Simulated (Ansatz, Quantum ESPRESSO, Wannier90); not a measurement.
# zigzag Re chain, bond 2.25 Å, width 1.6 Å: Wannier functions and conductance, part 5 of 5

How many channels does the wire offer, and does a small Wannier basis get them right? The wire: zigzag Re chain, bond 2.25 Å, width 1.6 Å.

Quantum ESPRESSO 7.5 and Wannier90 3.1.0; plane-wave DFT, PBE, PseudoDojo norm-conserving pseudopotentials; cross-check by Ansatz 0.2.0 with PAW datasets.

So far. Step 9 (Localisation, bands and conductance, with dis_win_max − …): The outer window must hold at least num_wann states at every k: widen it, with enough bands computed to fill it. Step 12 (Wannier functions and transport, with dis_win_max − E_F …): The outer window must hold at least num_wann states at every k: widen it, with enough bands computed to fill it.

## (13) The same in Ansatz

A second code with its own PAW datasets, on the same atoms.

Level of this step: plane-wave DFT, PBE, Ansatz PAW (Ansatz 0.2.0).

System of this step: zigzag Re chain, bond 2.25 Å, width 1.6 Å, 2 periods. The cell holds 4 atoms: 4 Re. Cell: a = 9.000 Å, b = 8.000 Å, c = 6.328 Å, α = 90.0°, β = 90.0°, γ = 90.0°. Vacuum lies along a and b. The structure's axis is c.

File input.yaml:

```yaml
crystal:
  lattice:
    - [9.0, 0.0, 0.0]
    - [0.0, 8.0, 0.0]
    - [0.0, 0.0, 6.3277168078]
  atoms:
    - { symbol: Re, position: [-0.0888888889, 0.0, 0.0] }
    - { symbol: Re, position: [0.0888888889, 0.0, 0.25] }
    - { symbol: Re, position: [-0.0888888889, 0.0, 0.5] }
    - { symbol: Re, position: [0.0888888889, 0.0, 0.75] }
kpoints:
  mp_grid: { grid: [1, 1, 12] }
hamiltonian:
  xc: pbe
scf:
  occupations: { method: fermi_dirac, width: 0.05 }
  convergence: { dr2_threshold: 1.0e-08 }
output:
  transmission:
    leads: [[0, 0]]
    e_range: [-4.0, 2.0]
    de: 0.05
    kmesh: [1, 1]
    reduced_basis: true
```

Command:

```bash
ansatz run input.yaml --threads 2 --pin off --max-ram 4096MiB --backend cpu --events-out ev --progress --plain --runs-dir out
```

Numbers of over 12 decimals in the logs are rounded to 6 here.

The log of the run:

```text
Engine: ansatz 0.2.0, aarch64-unknown-linux-gnu
Pseudopotentials: kind: paw
Pseudopotential: Re, paw, valence charge 15, recommended cutoff 420 eV (normal), Re.paw.azcp
Functional definition: PBE
  parameter kappa = 0.804
  parameter beta = 0.066725
  exchange = pbe_x(kappa = kappa, mu = beta*pi^2/3)
  correlation = pbe_c(beta = beta)
Crystal: 4 atoms, lattice volume = 455.596 Å³
Basis set: ecut = 420 eV, 8921 PW (Γ)
Bands: 36, of which v1, the nominal top of the filled ones, is band 30 counted from 1 (29 counted from 0)
Symmetry: 16 space group operations
Space group: Pmma (ITA 51), of the structure as read, at distance tolerance 7.7e-5 Å
k-points: 7 of 12
Non-local potential: Re, projectors of the file, l = 0: 3, l = 1: 2, l = 2: 2, l = 3: 1
PAW form: soft (Blöchl's): semilocal exchange-correlation on the pseudo side does not see the compensation charge
PAW one-centre angular grid: Re, 590 points (default); XC on 64 Gauss nodes
Initial density: superposition of atomic densities (neutral atoms: chi_scale 0, normalization atom), corrected by the library's trained network
Initial wavefunctions: pseudopotential atomic-orbital guess
Functional: x = pbe(κ = 0.804, μ = 0.219515), c = pbe(β = 0.066725)
SCF iter   1: F=—  HF=-43457.025218 eV  |F-HF|=—  |Δ(HF+E_count)|=         —  Δρ=7.35e-3  dr2=1.99e-1  ethr=1.77e-3  ⟨swp⟩=7.4  Hψ=1007  notcnv=0
preconditioner: auto → LDOS  [metal: Δε(μ)=0.048 eV  Ē_g=3.544 eV  σ=0.050 eV  W_gap=0.23  n_scr=54 (ndim 8)  ℏωp=9.2 eV  f_vac=0.643  D(μ)=8.79/eV (n_scr^D=46)  β→1.0]
SCF iter   2: F=—  HF=-43457.046657 eV  |F-HF|=—  |Δ(HF+E_count)|=   2.14e-2  Δρ=3.40e-3  dr2=9.93e-2  ethr=3.31e-4  ⟨swp⟩=3.4  Hψ=602  notcnv=0
SCF iter   3: F=—  HF=-43457.026932 eV  |F-HF|=—  |Δ(HF+E_count)|=   1.97e-2  Δρ=1.16e-3  dr2=1.88e-2  ethr=1.65e-4  ⟨swp⟩=2.4  Hψ=476  notcnv=0
SCF iter   4: F=—  HF=-43457.023782 eV  |F-HF|=—  |Δ(HF+E_count)|=   3.15e-3  Δρ=3.70e-4  dr2=1.91e-3  ethr=3.14e-5  ⟨swp⟩=2.3  Hψ=396  notcnv=0
SCF iter   5: F=—  HF=-43457.023611 eV  |F-HF|=—  |Δ(HF+E_count)|=   1.71e-4  Δρ=1.07e-4  dr2=9.14e-5  ethr=3.18e-6  ⟨swp⟩=2.0  Hψ=349  notcnv=0
SCF iter   6: F=—  HF=-43457.023606 eV  |F-HF|=—  |Δ(HF+E_count)|=   4.52e-6  Δρ=1.60e-5  dr2=1.86e-6  ethr=1.52e-7  ⟨swp⟩=2.0  Hψ=352  notcnv=0
SCF iter   7: F=—  HF=-43457.023789 eV  |F-HF|=—  |Δ(HF+E_count)|=   1.83e-4  Δρ=7.92e-6  dr2=4.02e-7  ethr=3.09e-9  ⟨swp⟩=2.0  Hψ=357  notcnv=0
SCF iter   8: F=—  HF=-43457.023789 eV  |F-HF|=—  |Δ(HF+E_count)|=   1.97e-8  Δρ=1.85e-6  dr2=2.77e-8  ethr=6.70e-10  ⟨swp⟩=2.0  Hψ=347  notcnv=0
SCF iter   9: F=-43457.023789 eV  HF=-43457.023789 eV  |F-HF|=2.62e-10  |Δ(HF+E_count)|=   8.39e-9  Δρ=5.51e-7  dr2=1.97e-9  ethr=1.67e-11  ⟨swp⟩=4.3  Hψ=631  notcnv=0
SCF 1 converged in 9 iterations: F = -43457.023789 eV  dr2 = 1.97e-9
  greatest PAW one-centre occupation: 1.000 electrons in one spin orbital (limit 2), on the Re atom at site 3 (counted from 0), in its partial waves of l = 0
transmission: 8 of 48 steps passed
transmission: 16 of 48 steps passed
[...]
transmission: 48 of 48 steps passed
SCF converged after 9 iterations
Free energy (F): -43457.023789 eV
Harris-Foulkes:  -43457.023789 eV  (|F-HF|=2.62e-10)
Internal energy: -43456.950154 eV  (E = F + TS)
E sigma→0 (E₀):  -43456.986972 eV
Entropy (-TS):   -0.073635 eV (-18.409 meV/atom)
Fermi energy:    -0.357006 eV
--- Per-component energies (eV) ---
  E_band       = -1758.376355
  E_kinetic    = 2140.726626
  E_local      = -16155.650482  (includes V_loc(G=0)·N_el)
  E_nonlocal   = 217.812113
  E_hartree    = 6904.923123
  E_xc         = -1595.641287
  E_vxc        = -1189.217354  (∫ρ·V_xc dr)
  E_paw        = -34642.244901  (= ΣΔE_a)
  E_vpaw       = -581.899184  (= ΣTr[D̂ρ^β])
  E_aug_tail   = -0.000296  (compensation charges beyond the density's cutoff)
  E_ewald      = -326.875050
  E_smearing   = -0.073635  (= −TS)
  E_closure    = -0.000000  (closes the sum)
  Σ components = -43457.023789   (vs F -43457.023789, Δ=0.00e0)
--- Band table (eV; the first three rows and the last of 7) ---
  k-point 0: bands = [... 26 lower, -1.7159, -1.7159, -0.8362, -0.7323, -0.7323, -0.5685, 0.3079, 0.6549, ... 2 higher]
  k-point 1: bands = [... 26 lower, -2.0668, -1.5843, -0.7944, -0.7136, -0.6244, -0.4802, 0.3182, 0.6692, ... 2 higher]
  k-point 2: bands = [... 26 lower, -2.2760, -1.6907, -0.6783, -0.5760, -0.4863, -0.2659, 0.3529, 0.5712, ... 2 higher]
  k-point 6: bands = [... 26 lower, -2.2906, -2.2906, -0.1956, -0.1956, 0.2466, 0.2466, 0.5570, 0.5570, ... 2 higher]
--- Transmission ---
  basis      : 629 plane waves across, 8 finite elements along
  points     : 1, standing for a mesh of 1 x 1
  energies   : 121 from -4.000000 to 2.000000 eV about the Fermi level, 0.050000 eV apart; the leads are filled to 0.000000 eV, and channels, transmission and decay are at 0.000000 eV
  crystal 0  : Re4, at the sites [0, 0], period 6.3277 Å: whole cells are its period
    offset         : up to 0.0000 Å between an atom of the period and one for which it stands
    channels       : 4.000000e0 a spin
    conductance    : none, the energies end too early or step too widely for 300 K: set another output.transmission.e_range or a lower de, or, where they end at an eighth of basis.ecutwfc, a higher one
```

Elapsed: 2 min, on 2 threads of Arm Neoverse V2, shared host; peak memory 0.8 GiB; 4 min of CPU time.

Numbers from this step:

| Quantity | Value |
| --- | --- |
| free energy | -43457.0238 eV |
| energy at zero smearing | -43456.9870 eV |
| smearing term TS | 0.07363 eV |
| Fermi energy | -0.3570 eV |
| symmetry operations | 16 |
| lead channels at the Fermi level, one spin | 4 |

Per spin. Table of open channels by energy, zero at the Fermi level:

```
energy (eV)  open channels
    -4.0000              2
    -3.7500              3
    -3.5000              5
    -3.2500              5
    -3.0000              3
    -2.7500              3
    -2.5000              2
    -2.2500              3
    -2.0000              3
    -1.7500              3
    -1.5000              2
    -1.2500              2
    -1.0000              0
    -0.7500              0
    -0.5000              0
    -0.2500              3
     0.0000              4
     0.2500              2
     0.5000              2
     0.7500              5
     1.0000              5
     1.2500              4
     1.5000              3
     1.7500              4
     2.0000              4
```

## (14) Worked from the printed numbers

4 channels × 77.48 µS = 310 µS, a two-terminal resistance of 12.906/4 = 3.23 kΩ whatever the wire's length, as long as nothing scatters.

## (15) Results

| Item | Value |
| --- | --- |
| open channels at the Fermi level, per spin | 4 |
| total spread | 41.3 Å² |
| gauge-invariant spread | 32.8 Å² |
| largest band misfit in the frozen window | 0.00322 eV |
| channels at the Fermi level by Ansatz | 4 |

**Reading.** The wire offers 4 channels per spin at the Fermi level. Between -4 and 1.5 eV the channel count from Wannier functions equals that from Ansatz's layer matching at 95 % of the energies; outside the frozen window the Wannier bands are not held to the plane-wave ones. Each plane-wave level in the frozen window has a Wannier level within 0.01 eV; this test doesn't see extra bands that a model may add. Disentanglement stopped at its cap on iterations, so the spreads are not final; the frozen states are kept all the same. At least one function lies in the vacuum, so the spreads don't describe atomic orbitals, though the frozen bands are still reproduced. The wire is perfect, so the conductance only counts bands: each channel, with its partner of the other spin, carries G₀ = 2e²/h. It was run without spin polarisation, which was not tested. It is as built, with forces up to 1.1 eV/Å; relaxing the bonds would move the band edges. Spin-orbit coupling is left out; depending on the atoms that carry the levels of interest, it can split and shift them by tenths of an eV to an eV or more.

[Logs are printed without paths, hosts, clocks, repeated set-up lines and the standing remarks that a program may print on its own settings, such as how far it seeks lower states.]

[Hosts, paths, dates, database ids (printed as entryN), source tags and the programs' standing remarks are cut or masked in the printed files.]

[Maps of the electrostatic potential energy from Ansatz leave out the sawtooth potential of an applied field or a dipole correction, so their vacuum need not be flat; planar profiles and work functions include it.]
